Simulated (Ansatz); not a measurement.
**Mg3SiO (model cell, started as antiperovskite): a soft mode frozen in**

Aim: this structure of Mg3SiO (model cell, started as antiperovskite) is to be tested for unstable modes, and one is followed downhill.

Calculated with Ansatz 0.2.0; DFT PBEsol, scalar-relativistic, plane waves, PAW; PAW set soft_1.

The structure was built from a prototype and need not be the compound's stable phase.

**1. Starting point**

Symmetry: Pm-3m, No. 221, cubic system. The conventional cell has a = 4.189 Å, b = 4.189 Å, c = 4.189 Å, α = 90.00°, β = 90.00°, γ = 90.00°. Nearest to Si lie 12 Mg at 2.96 Å. Nearest to O lie 6 Mg at 2.09 Å. Nearest to Mg lie 2 O at 2.09 Å and 8 Mg at 2.96 Å and 4 Si at 2.96 Å. Farther neighbours and most contacts between anions are not listed.

**2. Phonons on a q mesh**

The cell comes from relaxations at this level that are not shown. Stability and thermal properties need the whole zone. Linear response on a 4×4×4 q mesh gives force constants as far as a supercell of that size would.

input.yaml reads:

```yaml
crystal:
  lattice:
    - [4.1890907208, 0.0, 0.0]
    - [0.0, 4.1890907208, 0.0]
    - [0.0, 0.0, 4.1890907208]
  atoms:
    - { symbol: Si, position: [0.0, 0.0, 0.0] }
    - { symbol: O, position: [0.5, 0.5, 0.5] }
    - { symbol: Mg, position: [0.5, 0.5, 0.0] }
    - { symbol: Mg, position: [0.5, 0.0, 0.5] }
    - { symbol: Mg, position: [0.0, 0.5, 0.5] }
kpoints:
  mp_grid: { grid: [8, 8, 8] }
hamiltonian:
  xc: pbesol
  pseudopotentials: { kind: paw, azcp: { folder: soft_1 }, xc_functional: pbe }
scf:
  occupations: { method: methfessel_paxton, width: 0.2 }
output:
  eigenvalues: true
phonons:
  method: dfpt
  qmesh: [4, 4, 4]
  temperatures: { t_max: 1000, t_step: 50 }
  qpath:
    path:
      - [[0.0, 0.0, 0.0], [0.0, 0.5, 0.0], [0.5, 0.5, 0.0], [0.0, 0.0, 0.0], [0.5, 0.5, 0.5], [0.0, 0.5, 0.0]]
      - [[0.5, 0.5, 0.5], [0.5, 0.5, 0.0]]
    npoints: 10
```

The run is started by

```bash
> ansatz run input.yaml --threads 8 --pin off --max-ram 16384MiB --backend cpu --events-out ev --progress --plain --runs-dir out
```

Numbers of over 12 decimals in the logs are rounded to 6 here.

Log:

```text
Engine: ansatz 0.2.0, aarch64-unknown-linux-gnu
Pseudopotentials: kind: paw
Pseudopotential: Si, paw, valence charge 4, recommended cutoff 420 eV (normal), soft_1/Si.paw.azcp
Pseudopotential: O, paw, valence charge 6, recommended cutoff 420 eV (normal), soft_1/O.paw.azcp
Pseudopotential: Mg, paw, valence charge 10, recommended cutoff 420 eV (normal), soft_1/Mg.paw.azcp
Functional definition: PBEsol
  exchange = pbesol_x
  correlation = pbesol_c
Crystal: 5 atoms, lattice volume = 73.512 Å³
Basis set: ecut = 420 eV, 1419 PW (Γ), exchange–correlation on 60×60×60 points (8 copies of the dense FFT grid, shifted against one another)
Bands: 25, of which v1, the nominal top of the filled ones, is band 20 counted from 1 (19 counted from 0)
Symmetry: 48 space group operations
k-points: 35 of 512
Non-local potential: Si, projectors of the file, l = 0: 2, l = 1: 2, l = 2: 1
Non-local potential: O, projectors of the file, l = 0: 2, l = 1: 2, l = 2: 1
Non-local potential: Mg, projectors of the file, l = 0: 3, l = 1: 2, l = 2: 1
PAW form: soft (Blöchl's): semilocal exchange-correlation on the pseudo side does not see the compensation charge
PAW frozen core: Si, regenerated for the run's functional, and the local potential with it (the file was generated under x = pbe(κ = 0.804, μ = 0.219515), c = pbe(β = 0.066725))
PAW frozen core: O, regenerated for the run's functional, and the local potential with it (the file was generated under x = pbe(κ = 0.804, μ = 0.219515), c = pbe(β = 0.066725))
PAW frozen core: Mg, regenerated for the run's functional, and the local potential with it (the file was generated under x = pbe(κ = 0.804, μ = 0.219515), c = pbe(β = 0.066725))
PAW one-centre angular grid: Si, 110 points (default); XC on 64 Gauss nodes
PAW one-centre angular grid: O, 110 points (default); XC on 64 Gauss nodes
PAW one-centre angular grid: Mg, 110 points (default); XC on 64 Gauss nodes
Initial density: superposition of atomic densities (chi_scale 0.1, normalization cell, long waves kept (reshape's long-wave potential 0.01 eV rms))
Initial wavefunctions: pseudopotential atomic-orbital guess
Functional: x = pbesol(κ = 0.804, μ = 0.123457), c = pbesol(β = 0.046)
SCF iter   1: F=—  HF=-6922.813401 eV  |F-HF|=—  |Δ(HF+E_count)|=         —  Δρ=9.54e-2  dr2=8.33e0  ethr=3.10e-3  ⟨swp⟩=5.4  Hψ=3832  notcnv=0
preconditioner: auto → Resta (q_TF=auto, 2.465 Å⁻¹)  ε∞=4.5  [insulator: Δε(μ)=0.367 eV  Ē_g=9.263 eV  σ=0.200 eV  W_gap=0.75  n_scr=18 (ndim 8)  ℏωp=17.3 eV  f_vac=0.000  D(μ)=0.10/eV (n_scr^D=0)  ε∞_Penn≈4.5]
SCF iter   2: F=—  HF=-6921.321421 eV  |F-HF|=—  |Δ(HF+E_count)|=    1.49e0  S|Δr|=    0.00e0  Δρ=4.15e-2  dr2=1.00e0  ethr=3.10e-3  ⟨swp⟩=3.5  Hψ=1750  notcnv=0  defer=30
preconditioner: auto → Kerker (q_TF=auto, 2.465 Å⁻¹)  [metal: Δε(μ)=0.058 eV  Ē_g=8.367 eV  σ=0.200 eV  W_gap=0.24  n_scr=18 (ndim 8)  ℏωp=16.2 eV  f_vac=0.000  D(μ)=0.31/eV (n_scr^D=0)]
SCF iter   3: F=—  HF=-6921.212478 eV  |F-HF|=—  |Δ(HF+E_count)|=   1.09e-1  S|Δr|=    0.00e0  Δρ=1.64e-2  dr2=3.42e-1  ethr=2.51e-3  ⟨swp⟩=2.1  Hψ=1575  notcnv=0  defer=25
SCF iter   4: F=—  HF=-6921.163309 eV  |F-HF|=—  |Δ(HF+E_count)|=   4.92e-2  S|Δr|=    0.00e0  Δρ=4.70e-3  dr2=4.01e-2  ethr=8.55e-4  ⟨swp⟩=2.0  Hψ=1122  notcnv=0  defer=25
SCF iter   5: F=—  HF=-6921.151905 eV  |F-HF|=—  |Δ(HF+E_count)|=   1.14e-2  S|Δr|=    0.00e0  Δρ=1.31e-3  dr2=2.56e-3  ethr=1.00e-4  ⟨swp⟩=1.4  Hψ=1156  notcnv=0  defer=22
SCF iter   6: F=—  HF=-6921.151127 eV  |F-HF|=—  |Δ(HF+E_count)|=   7.78e-4  S|Δr|=    0.00e0  Δρ=4.67e-4  dr2=1.23e-4  ethr=6.40e-6  ⟨swp⟩=2.4  Hψ=1245  notcnv=0  defer=22
SCF iter   7: F=—  HF=-6921.151092 eV  |F-HF|=—  |Δ(HF+E_count)|=   3.51e-5  S|Δr|=    0.00e0  Δρ=1.06e-4  dr2=6.25e-6  ethr=3.06e-7  ⟨swp⟩=3.0  Hψ=1589  notcnv=0  defer=22
SCF iter   8: F=—  HF=-6921.151092 eV  |F-HF|=—  |Δ(HF+E_count)|=   3.62e-7  S|Δr|=    0.00e0  Δρ=2.08e-5  dr2=2.82e-7  ethr=1.56e-8  ⟨swp⟩=2.0  Hψ=1110  notcnv=0  defer=22
SCF iter   9: F=—  HF=-6921.151091 eV  |F-HF|=—  |Δ(HF+E_count)|=   6.05e-7  S|Δr|=    0.00e0  Δρ=2.44e-6  dr2=4.34e-9  ethr=7.06e-10  ⟨swp⟩=2.0  Hψ=1093  notcnv=0  defer=22
SCF iter  10: F=—  HF=-6921.151091 eV  |F-HF|=—  |Δ(HF+E_count)|=  2.55e-10  S|Δr|=    0.00e0  Δρ=3.91e-7  dr2=8.04e-11  ethr=1.08e-11  ⟨swp⟩=1.5  Hψ=991  notcnv=0  defer=22
SCF iter  11: F=-6921.151091 eV  HF=-6921.151091 eV  |F-HF|=0.00e0  |Δ(HF+E_count)|=  1.27e-11  S|Δr|=    0.00e0  Δρ=4.53e-8  dr2=1.32e-12  ethr=1.00e-12  ⟨swp⟩=9.9  Hψ=4657  notcnv=0
SCF 1 converged in 11 iterations: F = -6921.151091 eV  dr2 = 1.32e-12
  greatest PAW one-centre occupation: 1.000 electrons in one spin orbital (limit 2), on the Mg atom at site 4 (counted from 0), in its partial waves of l = 0
Initial density: read from a saved state, or passed on in memory by an earlier SCF of this step, an earlier step, the calling program or the single point that the run made first
iter 1 solved again at ethr=6.39e-8 eV; its pass at ethr=3.10e-3 eV (dr2=2.56e-5 eV) is discarded
SCF iter   1: F=—  HF=-6921.151091 eV  |F-HF|=—  |Δ(HF+E_count)|=         —  Δρ=1.75e-7  dr2=8.34e-12  ethr=6.39e-8  ⟨swp⟩=3.5  Hψ=6391  notcnv=0
eigensolver tolerance schedule: the retry pair's looser diagonalisation over-reported the residual by 3067106.20 of it (diagonalisation noise at an unbounded share of the residual, at the tolerance the schedule requests for it); recorded, not acted on — ethr = c·dr2/N_el stays at c = 1.0e-1
preconditioner: auto → Kerker (q_TF=auto, 2.465 Å⁻¹)  [metal: Δε(μ)=0.126 eV  Ē_g=8.243 eV  σ=0.200 eV  W_gap=0.44  n_scr=18 (ndim 8)  ℏωp=16.2 eV  f_vac=0.000  D(μ)=0.37/eV (n_scr^D=0)]
SCF iter   2: F=—  HF=-6921.151091 eV  |F-HF|=—  |Δ(HF+E_count)|=   4.37e-8  S|Δr|=    0.00e0  Δρ=8.13e-8  dr2=1.99e-12  ethr=1.00e-12  ⟨swp⟩=6.8  Hψ=3884  notcnv=0
SCF iter   3: F=-6921.151091 eV  HF=-6921.151091 eV  |F-HF|=9.09e-13  |Δ(HF+E_count)|=    0.00e0  S|Δr|=    0.00e0  Δρ=5.20e-8  dr2=9.21e-13  ethr=1.00e-12  ⟨swp⟩=1.0  Hψ=1893  notcnv=0
SCF 2 converged in 3 iterations: F = -6921.151091 eV  dr2 = 9.21e-13
  greatest PAW one-centre occupation: 1.000 electrons in one spin orbital (limit 2), on the Mg atom at site 2 (counted from 0), in its partial waves of l = 0
phonons: the bands overlap, so this run is a metal and interpolates without the dipole-dipole term. If the crystal is really an insulator or semiconductor, its LO-TO splitting is missing
NSCF: frozen V_eff on 35 k-points
WARN: eigensolver did not converge (k=31): 1 band(s) unlocked after 20 sweeps at ethr=1.06e-12 eV (storage-precision floor; scheduled 1.00e-12 eV) (lowest unlocked band 24, counted from 0; max residual 1.28e-3 eV among the unlocked bands, 1.28e-3 eV over every band; other slots of this pass that fall short are told together in one closing line; warning suppressed until the next SCF loop or pass starts)
NSCF: frozen V_eff on 125 k-points
DFPT response loops at q = (0, 0, 0) (fractional): preconditioner auto → Kerker (q_TF=auto, 2.465 Å⁻¹) (partly filled bands, converged f_vac=0.000); β = 1.00, the filter's whole step (`scf.mixing.beta` (0.50) is not read by the response loops under this deck's `scf.mixing.preconditioner`; to damp them name `kerker` or `kerker_dos`, under which they read `scf.mixing.beta`, and type it under 1.00, their step now; both keys bind the ground state too); Broyden in place of MSR1
NSCF: frozen V_eff on 400 k-points
DFPT response loops at q = (0, 0, 0.25) (fractional): mixed as the last ones told, above
NSCF: frozen V_eff on 250 k-points
DFPT response loops at q = (0, 0, -0.5) (fractional): mixed as the last ones told, above
NSCF: frozen V_eff on 640 k-points
DFPT response loops at q = (0, 0.25, 0.25) (fractional): mixed as the last ones told, above
NSCF: frozen V_eff on 400 k-points
DFPT response loops at q = (0, 0.25, -0.5) (fractional): mixed as the last ones told, above
NSCF: frozen V_eff on 250 k-points
DFPT response loops at q = (0, -0.5, -0.5) (fractional): mixed as the last ones told, above
NSCF: frozen V_eff on 1024 k-points
DFPT response loops at q = (0.25, 0.25, 0.25) (fractional): mixed as the last ones told, above
NSCF: frozen V_eff on 640 k-points
DFPT response loops at q = (0.25, 0.25, -0.5) (fractional): mixed as the last ones told, above
NSCF: frozen V_eff on 400 k-points
DFPT response loops at q = (0.25, -0.5, -0.5) (fractional): mixed as the last ones told, above
NSCF: frozen V_eff on 250 k-points
DFPT response loops at q = (-0.5, -0.5, -0.5) (fractional): mixed as the last ones told, above
SCF converged after 11 iterations
Stability not checked: this state was not tested for a lower state beside it, because cold or Methfessel-Paxton smearing, or corrected tetrahedra, fill the levels in a way that the test cannot read (fill_not_monotonic; see scf.lower_state_search)
Free energy (F): -6921.151091 eV
Harris-Foulkes:  -6921.151091 eV  (|F-HF|=0.00e0)
Internal energy: -6921.151791 eV  (E = F + TS)
E sigma→0 (E₀):  -6921.151266 eV
Entropy (-TS):   0.000700 eV (0.140 meV/atom)
Fermi energy:    8.748642 eV
--- Per-component energies (eV) ---
  E_band       = -988.772808
  E_kinetic    = 423.638409
  E_local      = -5524.454847  (includes V_loc(G=0)·N_el)
  E_nonlocal   = 661.247822
  E_hartree    = 1933.183202
  E_xc         = -208.128300
  E_vxc        = -244.337603  (∫ρ·V_xc dr)
  E_paw        = -1523.849729  (= ΣΔE_a)
  E_vpaw       = -171.233503  (= ΣTr[D̂ρ^β])
  E_aug_tail   = 0.000546  (compensation charges beyond the density's cutoff)
  E_ewald      = -2683.032331
  E_core_change = 0.243436  (= ΣΔE_core)
  E_smearing   = 0.000700  (= −TS)
  E_closure    = -0.000000  (closes the sum)
  Σ components = -6921.151091   (vs F -6921.151091, Δ=0.00e0)
--- Band table (eV; the first three rows and the last of 35) ---
  k-point 0: bands = [... 16 lower, 2.4143, 8.2600, 8.2600, 8.2600, 9.3007, 9.3007, 10.5506, 14.4083, ... 1 higher]
  k-point 1: bands = [... 16 lower, 2.4351, 7.1615, 8.2317, 8.2317, 9.4126, 9.9908, 11.3804, 13.9154, ... 1 higher]
  k-point 2: bands = [... 16 lower, 2.5353, 5.7857, 8.1565, 8.1565, 9.7279, 10.6741, 13.2322, 13.2322, ... 1 higher]
  k-point 34: bands = [... 16 lower, 2.2786, 5.2360, 5.2360, 5.2360, 10.4392, 10.4392, 10.4392, 13.2570, ... 1 higher]
--- Phonons (Γ-DFPT): 4 representative perturbations + reference (Σ response iterations 12) ---
  ASR residual: 1.611e-4 → 0.000e0 eV/Å²; symmetrization residual: 4.608e-6 eV/Å²
  ASR residual per site (eV/Å²): 3.58e-6 1.61e-4 2.74e-5 2.74e-5 2.74e-5
  Γ frequencies (cm⁻¹): 0.00 0.00 0.00 171.55 171.55 171.55 202.98 202.98 202.98 303.21 303.21 303.21 436.19 436.19 436.19
--- Phonons (arbitrary-q DFPT): 10 irreducible q on the 4×4×4 mesh ---
  q = [0.0000, 0.0000, 0.0000] (star 1, of the zone-centre solve; hermiticity 8.95e-7, symmetrization 1.33e-12): -0.00 -0.00 0.00 171.55 171.55 171.55 202.98 202.98 202.98 303.21 303.21 303.21 436.19 436.19 436.19
  q = [0.0000, 0.0000, 0.2500] (star 6, 9 solved perturbations in 1560 linear systems a pass and spin channel, the states on 200 of 512 k-point pairs; hermiticity 7.30e-7, symmetrization 4.51e-13): 89.89 89.89 143.89 176.21 177.01 177.01 198.78 198.78 268.60 305.99 305.99 343.35 435.35 435.35 458.27
  q = [0.0000, 0.0000, -0.5000] (star 3, 9 solved perturbations in 975 linear systems a pass and spin channel, the states on 125 of 512 k-point pairs; hermiticity 4.62e-7, symmetrization 1.52e-12): 132.93 132.93 176.54 176.54 181.76 193.29 193.29 236.81 249.17 313.05 313.05 366.92 435.33 435.33 466.83
  q = [0.0000, 0.2500, 0.2500] (star 12, 9 solved perturbations in 2460 linear systems a pass and spin channel, the states on 320 of 512 k-point pairs; hermiticity 6.14e-7, symmetrization 1.85e-13): 95.93 116.31 149.03 172.67 184.62 189.68 205.52 223.17 267.86 291.96 299.96 375.20 408.16 431.90 458.61
  q = [0.0000, 0.2500, -0.5000] (star 12, 15 solved perturbations on 200 of 512 k-point pairs; hermiticity 8.60e-7, symmetrization 3.03e-14): 92.36 153.60 155.43 167.06 187.91 189.11 204.49 232.42 281.23 286.44 297.02 383.74 422.12 429.41 434.16
  q = [0.0000, -0.5000, -0.5000] (star 3, 9 solved perturbations in 975 linear systems a pass and spin channel, the states on 125 of 512 k-point pairs; hermiticity 1.07e-6, symmetrization 9.06e-14): -46.27 87.85 176.96 176.96 198.25 198.25 206.02 206.02 224.08 283.43 338.85 378.86 378.86 424.65 449.59
  q = [0.2500, 0.2500, 0.2500] (star 8, 4 solved perturbations in 1376 linear systems a pass and spin channel, the states on 512 of 512 k-point pairs; hermiticity 4.05e-7, symmetrization 1.21e-12): 101.80 101.80 119.51 202.69 202.69 217.27 226.12 226.12 241.55 296.41 296.41 367.23 409.57 409.57 462.18
  q = [0.2500, 0.2500, -0.5000] (star 12, 9 solved perturbations in 2460 linear systems a pass and spin channel, the states on 320 of 512 k-point pairs; hermiticity 6.31e-7, symmetrization 3.70e-13): 89.03 102.03 112.32 185.69 195.34 217.28 235.54 243.11 278.76 286.48 292.34 357.32 393.99 413.02 465.92
  q = [0.2500, -0.5000, -0.5000] (star 6, 9 solved perturbations in 1560 linear systems a pass and spin channel, the states on 200 of 512 k-point pairs; hermiticity 8.93e-7, symmetrization 1.54e-13): -38.59 98.14 98.14 194.89 213.32 213.32 246.75 246.75 268.50 283.86 289.43 378.02 383.49 383.49 480.67
  q = [-0.5000, -0.5000, -0.5000] (star 1, 4 solved perturbations in 350 linear systems a pass and spin channel, the states on 125 of 512 k-point pairs; hermiticity 6.75e-7, symmetrization 1.37e-12): -34.18 -34.18 -34.18 226.01 226.01 226.01 263.22 263.22 263.22 284.34 284.34 391.46 391.46 391.46 469.18
  sum rule: each row above includes the acoustic sum rule's correction from the zone centre's row sums; it moved no ω² by more than (1.65 cm⁻¹)²
  mesh force constants: q→R imaginary residual 1.00e-18; ASR residual 1.611e-4 → 0.000e0 eV/Å²; symmetrization residual 1.599e-14 eV/Å²
  interpolated dispersion: 62 rows × 15 modes
  density of states and harmonic sums: on the 16×16×16 q-mesh, interpolated from the force constants of a 4×4×4 supercell (no non-analytic term)
  largest difference from the sums on the solved wave vectors: F 4.56e-2 eV, S 5.84e-5 and C_V 1.35e-5 eV/K
  zero-point energy: 0.238987 eV/cell   skipped modes (ω ≤ 0): 30, of them read as no rigid motion or as one in doubt: 27 (8.496e-2 modes/cell left out, lowest -46.27 cm⁻¹)   left out of the sums: 5.71e-3 of the cell's modes: C_V's classical limit lies that fraction below 3 k_B per atom; for a crystal, a wire or a layer, F and S can be off by more, and a phonons.interpolated_qmesh denser along its periods is the remedy for the sampling
```

It took 4.6 min on 8 threads of Arm Neoverse V2, shared host; peak memory 2.2 GiB.

Numbers from this step:

| Property | Result |
| --- | --- |
| volume per atom | 14.70 Å³ |
| gap on the k-mesh | 0 eV |
| sum-rule residual before enforcement | 1.61e-4 eV/Å² |
| lowest frequency on the path | -46.27 cm⁻¹ |
| point group | m-3m |
| highest frequency on the path or at a solved wavevector | 480.8 cm⁻¹ |
| highest optical mode at the zone centre (no LO-TO term) | 436.2 cm⁻¹ |
| lowest optical zone-centre mode | 171.6 cm⁻¹ |
| lowest mode on the q mesh (acoustic modes at Γ apart) | -46.27 cm⁻¹ |

Frequencies (cm⁻¹) solved at each irreducible wavevector; negative means imaginary. Frequencies by wavevector, by row:

| q in reciprocal lattice units | star | mode 1 | mode 2 | mode 3 | mode 4 | mode 13 | mode 14 | mode 15 |
| --- | --- | --- | --- | --- | --- | --- | --- | --- |
| 0 0 0 | 1 | 0 | 0 | 0 | 171.6 | 436.2 | 436.2 | 436.2 |
| 0 0 0.25 | 6 | 89.9 | 89.9 | 143.9 | 176.2 | 435.4 | 435.4 | 458.3 |
| 0 0 -0.5 | 3 | 132.9 | 132.9 | 176.5 | 176.5 | 435.3 | 435.3 | 466.8 |
| 0 0.25 0.25 | 12 | 95.9 | 116.3 | 149 | 172.7 | 408.2 | 431.9 | 458.6 |
| 0 0.25 -0.5 | 12 | 92.4 | 153.6 | 155.4 | 167.1 | 422.1 | 429.4 | 434.2 |
| 0 -0.5 -0.5 | 3 | -46.3 | 87.8 | 177 | 177 | 378.9 | 424.6 | 449.6 |
| 0.25 0.25 0.25 | 8 | 101.8 | 101.8 | 119.5 | 202.7 | 409.6 | 409.6 | 462.2 |
| 0.25 0.25 -0.5 | 12 | 89 | 102 | 112.3 | 185.7 | 394 | 413 | 465.9 |
| 0.25 -0.5 -0.5 | 6 | -38.6 | 98.1 | 98.1 | 194.9 | 383.5 | 383.5 | 480.7 |
| -0.5 -0.5 -0.5 | 1 | -34.2 | -34.2 | -34.2 | 226 | 391.5 | 391.5 | 469.2 |

Interpolated from a 4×4×4 q mesh. Phonon branches along the path, in cm⁻¹:

| point | branch 1 | branch 2 | branch 3 | branch 4 | branch 12 | branch 13 | branch 14 | branch 15 |
| --- | --- | --- | --- | --- | --- | --- | --- | --- |
| Γ | 0 | 0 | 0 | 172 | 303 | 436 | 436 | 436 |
| halfway | 90 | 90 | 144 | 176 | 343 | 435 | 435 | 458 |
| X | 133 | 133 | 176 | 176 | 367 | 435 | 435 | 467 |
| halfway | 92 | 154 | 155 | 167 | 384 | 422 | 429 | 434 |
| M | -46 | 88 | 177 | 177 | 379 | 379 | 425 | 450 |
| halfway | 96 | 116 | 149 | 173 | 375 | 408 | 432 | 459 |
| Γ | 0 | 0 | 0 | 172 | 303 | 436 | 436 | 436 |
| halfway | 102 | 102 | 120 | 203 | 367 | 410 | 410 | 462 |
| R | -34 | -34 | -34 | 226 | 392 | 392 | 392 | 469 |
| halfway | 89 | 102 | 112 | 186 | 357 | 394 | 413 | 466 |
| X | 133 | 133 | 176 | 176 | 367 | 435 | 435 | 467 |
| jump to R | -34 | -34 | -34 | 226 | 392 | 392 | 392 | 469 |
| halfway | -39 | 98 | 98 | 195 | 378 | 384 | 384 | 481 |
| M | -46 | 88 | 177 | 177 | 379 | 379 | 425 | 450 |

Symmetry leaves 10 wavevectors to solve. The lowest mode among them, the acoustic zeros apart, lies at q = (0, -0.5, -0.5) and is imaginary, 46.3i cm⁻¹, so the energy falls along it.

(Continued in part 2 of 3.)

[Logs are printed without paths, hosts, clocks, repeated set-up lines and the standing remarks that a program may print on its own settings, such as how far it seeks lower states.]

[Hosts, paths, dates, database ids (printed as entryN), source tags and the programs' standing remarks are cut or masked in the printed files.]
